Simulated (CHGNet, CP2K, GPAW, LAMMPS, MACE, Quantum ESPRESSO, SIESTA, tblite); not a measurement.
## Running glassy 67P2O5-33MgO (mol %) (80 atoms) with tblite

How near does tblite come to plane waves for glassy 67P2O5-33MgO (mol %) (80 atoms)?

Calculated with tblite 0.8.0; the method is named at each step.

## 1. The starting structure

The cell holds 80 atoms: 20 P, 5 Mg and 55 O. Its edges and angles: a = 10.514 Å, b = 10.514 Å, c = 10.514 Å, α = 90.0°, β = 90.0°, γ = 90.0°. 80 atoms (20 P, 5 Mg, 55 O) placed at random at 2.32 g/cm³, melted at 4000 K for 10 ps at fixed volume with the Morse and Coulomb pair potential with partial charges (Pedone, Malavasi, Menziani, Cormack and Segre, J. Phys. Chem. B 110, 11780 (2006)). Quenched from 4000 K to 300 K at 25 K/ps and fixed volume, held 5 ps.

The yardstick, on the same geometry:

```
method                                           : Kohn-Sham DFT, PBE, SSSP efficiency 1.3.0 pseudopotentials, plane waves (Quantum ESPRESSO 7.5); sssp-pbe-1.3.0-efficiency, cutoffs 60/480 Ry, Γ point
r.m.s. force component                           : 1.479 eV/Å
longest force                                    : 6.598 eV/Å
pressure                                         : 2.266 GPa
gap (highest filled to lowest empty level) : 1.154 eV
time                                             : 4.8 min on 2 MPI ranks of Arm Neoverse V1, shared host
CPU time                                         : 9.6 min
```

## 2. GFN1-xTB

Method: GFN1-xTB tight binding, diagonalisation.

Input file run.py:

```python
import numpy as np
from ase.io import read
from tblite.ase import TBLite

atoms = read("structure.xyz")
atoms.calc = TBLite(method="GFN1-xTB", electronic_temperature=580, accuracy=1.0, max_iterations=250, mixer_damping=0.4, verbosity=1)
energy = atoms.get_potential_energy()
forces = atoms.get_forces()
print(f"energy {energy:.6f} eV")
print("forces (eV/A)")
for i, (a, f) in enumerate(zip(atoms, forces)):
    print(f"{i:4d} {a.symbol:2s} {f[0]:10.5f} {f[1]:10.5f} {f[2]:10.5f}")
stress = -atoms.get_stress(voigt=False) * 160.21766
print("stress (GPa, compression positive)")
for row in stress:
    print(" ".join(f"{x:10.4f}" for x in row))
print("charges (e)")
print(np.array2string(atoms.get_charges(), precision=4, suppress_small=True, max_line_width=110, threshold=100000))
```

Input file structure.xyz:

```xyz
80
Lattice="10.51380 0.00000 0.00000 0.00000 10.51380 0.00000 0.00000 0.00000 10.51380" Properties=species:S:1:pos:R:3 pbc="T T T"
P 0.83259 0.79221 5.96322
P 6.05658 4.80712 0.91302
P 5.56317 3.67279 6.15604
P 0.46092 5.77975 7.26230
P 6.74965 3.06961 8.97900
P 5.48105 10.43968 2.40251
P 4.19185 7.20826 0.60097
P 2.03947 3.84532 2.89908
P 9.73021 3.95456 9.37253
P 2.11212 10.40267 8.60123
P 10.41255 8.97921 10.31425
P 6.21134 0.91449 5.20738
P 5.92558 6.47587 4.93549
P 10.37218 3.58121 5.12001
P 8.97889 5.56432 1.43398
P 3.17874 6.66060 3.44832
P 7.95716 8.42671 8.43385
P 8.66873 9.66586 5.71131
P 10.00767 0.85309 1.71848
P 3.22490 5.65401 8.67935
Mg 2.26352 2.81349 10.20375
Mg 7.94633 8.11466 2.84030
Mg 5.54929 10.35273 9.84744
Mg 4.82678 8.82770 7.22077
Mg 2.46612 0.71178 3.12775
O 6.57533 9.02158 8.58410
O 0.10924 7.17010 7.07379
O 2.94176 2.68459 3.18757
O 1.65540 0.51423 4.79934
O 2.23965 7.61883 4.08903
O 6.17444 3.53958 7.61840
O 3.37093 4.26398 9.28715
O 1.82814 3.91502 1.40244
O 9.11504 8.83727 9.45432
O 4.46447 6.45453 4.27964
O 6.06057 0.68119 3.70874
O 9.98306 9.90137 0.96695
O 9.56262 0.70306 3.11293
O 1.47677 0.41519 7.29595
O 3.66437 7.08146 2.03137
O 5.74779 0.63430 1.12182
O 5.99655 7.70525 5.84893
O 6.86593 6.60309 3.77487
O 3.14678 9.33941 8.21107
O 5.20233 0.15729 6.09716
O 8.73087 7.05245 1.38561
O 10.02344 10.43694 5.94040
O 8.44290 9.03482 7.10743
O 4.55973 8.57852 0.13699
O 8.29675 3.41394 8.96901
O 5.35121 6.16077 0.62294
O 0.26915 2.92431 9.39408
O 0.98188 1.01542 1.78514
O 0.34170 2.27971 5.95386
O 4.04340 10.20890 2.77259
O 6.10368 2.41512 5.48169
[... 20 atom lines left out ...]
O 0.37292 4.79976 6.00611
O 6.30860 9.12829 2.36855
O 9.21724 1.89995 1.00018
O 9.66618 5.19298 2.70835
```

Run with:

```sh
OMP_NUM_THREADS=1 python run.py > output.txt
```

Log:

```text
------------------------------------------------------------
  cycle        total energy    energy error   density error
------------------------------------------------------------
      1     -295.8049770136  -2.9719301E+02   1.0599175E+00
      2     -284.1642021446   1.1640775E+01   1.0527310E+00
      3     -300.5899376178  -1.6425735E+01   6.1573409E-01
      4     -318.4695737331  -1.7879636E+01   1.0550896E-01
      5     -317.2477211598   1.2218526E+00   1.4346193E-01
      6     -318.8473030758  -1.5995819E+00   4.8667220E-02
      7     -318.8599473104  -1.2644235E-02   3.8599219E-02
      8     -318.8672925234  -7.3452130E-03   3.0268154E-02
      9     -318.9169978865  -4.9705363E-02   1.2475121E-02
     10     -318.7904060485   1.2659184E-01   4.9160125E-02
     11     -318.9221467264  -1.3174068E-01   5.1182318E-03
     12     -318.9234803824  -1.3336561E-03   3.0042060E-03
     13     -318.9235665419  -8.6159453E-05   3.6960136E-03
     14     -318.9236728969  -1.0635502E-04   3.2764888E-03
     15     -318.9237912969  -1.1839997E-04   2.8561024E-03
     16     -318.9239573330  -1.6603611E-04   2.1970747E-03
     17     -318.9240264038  -6.9070754E-05   1.8559939E-03
     18     -318.9241141318  -8.7728052E-05   1.3062430E-03
     19     -318.9241784709  -6.4339141E-05   6.5883088E-04
     20     -318.9241907982  -1.2327303E-05   4.3513375E-04
     21     -318.9241986670  -7.8687594E-06   1.8227944E-04
     22     -318.9241999257  -1.2587122E-06   8.9812046E-05
     23     -318.9242002923  -3.6661811E-07   2.9953102E-05
     24     -318.9242003367  -4.4392152E-08   4.8136375E-06
------------------------------------------------------------
 total:                                   4.020 sec
energy -8678.369528 eV
forces (eV/A)
   0 P    -0.72433    0.44243   -1.78189
   1 P    -2.07699   -1.49805    3.45483
   2 P    -6.19209    2.28657    1.29533
   3 P     0.12712    1.94107   -1.09452
   4 P    -0.01085   -2.28837    0.67684
   5 P     0.07804   -4.02401   -1.46331
   6 P     1.14999    2.15290   -2.67667
   7 P     1.20512   -3.41759   -3.29219
   8 P     1.42380   -1.17585    1.64960
   9 P     2.77055   -2.33998    2.50181
  10 P     0.02118   -2.23888    2.46608
  11 P    -2.95277   -4.30880    1.59959
  12 P     1.98000    3.94624   -1.46543
  13 P    -2.83611    0.30659    0.22572
  14 P     2.22117    2.28709    4.20834
  15 P    -2.78674    2.56839    3.42257
  16 P    -1.20632   -5.72262    2.12175
  17 P     1.81599   -1.95468   -1.19600
  18 P    -1.59273    3.00366    1.13961
  19 P     4.49820   -3.31468   -1.47805
  20 Mg   -0.45631    0.28787    0.44639
  21 Mg   -0.45557   -0.14507   -0.52551
  22 Mg    0.41022   -0.07770    0.50594
  23 Mg    0.42330   -0.57046   -0.03689
[...]
72 O    -0.21015   -0.12136    0.92174
  73 O     0.85239   -1.55674    0.90939
  74 O     0.09253    1.83768   -0.16916
  75 O    -0.81155   -0.88871    0.20782
  76 O     1.24743    0.74141    0.04064
  77 O     0.14610    0.31622    0.60847
  78 O     0.39778   -0.37553   -1.17247
  79 O    -0.89536   -0.44621   -1.83130
stress (GPa, compression positive)
    3.2322     0.7105     0.9856
    0.7105     1.3992    -0.4382
    0.9856    -0.4382     3.3465
charges (e)
[ 0.5618  0.5539  0.5599  0.5558  0.5622  0.5545  0.5656  0.5612  0.5625  0.5523  0.5493  0.5596  0.5592
  0.5619  0.5559  0.5511  0.5518  0.5644  0.5403  0.555   0.8457  0.8808  0.8427  0.8316  0.8563 -0.4158
 -0.2813 -0.4005 -0.3155 -0.3189 -0.1596 -0.42   -0.3741 -0.2069 -0.1956 -0.1615 -0.2351 -0.4525 -0.1566
 -0.135  -0.3912 -0.3663 -0.3662 -0.3987 -0.3914 -0.3946 -0.1641 -0.1739 -0.3255 -0.1548 -0.1833 -0.3244
 -0.466  -0.1969 -0.4204 -0.1199 -0.1595 -0.179  -0.3261 -0.3009 -0.299  -0.1567 -0.1785 -0.3267 -0.3924
 -0.3783 -0.3275 -0.3565 -0.1722 -0.1625 -0.1917 -0.1514 -0.1584 -0.1374 -0.3795 -0.1764 -0.1934 -0.4449
 -0.4324 -0.3477]
```

Wall time 4.7 s (1 thread of Arm Neoverse V1, shared host); peak memory 0.12 GiB.

Banners, paths, timers and routine set-up lines are dropped from the logs unmarked, and long logs keep their key lines alone; longer cuts are marked.

Numbers from this run, and their distance from the reference:

| Item | Value |
| --- | --- |
| r.m.s. force component | 1.549 eV/Å |
| r.m.s. difference of force components | 491.9 meV/Å |
| longest difference of force vectors | 1779 meV/Å |
| force difference over r.m.s. force | 33.26 % |
| slope of forces against the reference's | 0.9933 |
| correlation of force components | 0.9483 |
| pressure | 2.659 GPa |
| pressure difference | 0.3933 GPa |

Length of the force difference by element (eV/Å):

```
element  atoms  mean  most
     Mg      5  0.68   1.0
      O     55  0.62   1.5
      P     20   1.2   1.8
```

The surroundings of O53, whose charge lies farthest from its element's mean, nearest first, numbered as they follow in the input and with coordinates relative to it.

```
atom      x      y      z  distance (Å)  bonds  Mulliken charge (e)     Fx     Fy  Fz (eV/Å)
 O53   0.00   0.00   0.00          0.00      2                -0.47   4.32   0.90      -0.50
 P19  -1.49  -0.16  -0.07          1.50      4                 0.54  -1.59   3.00       1.14
Mg25   1.48  -0.30   1.34          2.02      4                 0.86  -0.40   0.32      -1.22
 O38  -1.93  -0.31   1.33          2.37      1                -0.45  -1.51  -1.43       2.19
 O37  -1.51  -1.63  -0.82          2.37      2                -0.24  -0.38  -2.16      -1.67
 O79  -2.28   0.88  -0.78          2.57      1                -0.43   0.40  -0.38      -1.17
 O28   1.96   1.67   1.40          2.93      2                -0.40   0.28   0.18       0.95
Mg21   1.28   1.80  -2.10          3.04      4                 0.85  -0.46   0.29       0.45
 O33   0.85   2.90  -0.38          3.04      2                -0.37  -0.84   0.01       0.34
```

Atoms are counted from 1 here, from 0 in the log.

Forces lie 33 % from the reference's, at 0.0082 times its CPU time (on 1 against 2 cores).

## 3. Results

| Quantity | Value |
| --- | --- |
| force difference from the reference | tblite GFN1-xTB, 33 % |
| its CPU time | 4.7 s |

Tight binding differs by 33 % (tblite GFN1-xTB); it is another model, with fitted parameters of its own, and the xTB methods hold dispersion. One electronic-structure run takes under half the reference's CPU time: tblite GFN1-xTB, at 33 % in 4.7 s against 9.6 min. Periodic xTB results under one method name differ between programs and library versions. The reference's pressure holds the uncorrected Pulay stress of its 60 Ry basis, so small pressure differences, and their order, may be the reference's own error. In our tests on small cells the SSSP efficiency potentials stood apart from two norm-conserving sets, for C–F bonds most and for P–O bonds less, so differences between them and other runs here needn't be the other run's error. The quench rate of 25 K/ps is many orders above laboratory rates, so the cell is likely richer in defects and strain than a real sample. The network of bonds at the start is that of the classical potential that made the cell, and needn't be the one that DFT or experiment would give. The electronic-structure runs sample only Γ, in a cell whose shortest periodic width is 11 Å.

[Also dropped from logs without a mark: logging warnings of Python, and SIESTA's first energy breakdown and zero terms.]

[Logs are printed without paths, hosts, clocks, repeated set-up lines and the standing remarks that a program may print on its own settings, such as how far it seeks lower states.]

[Hosts, paths, dates, database ids (printed as entryN), source tags and the programs' standing remarks are cut or masked in the printed files.]
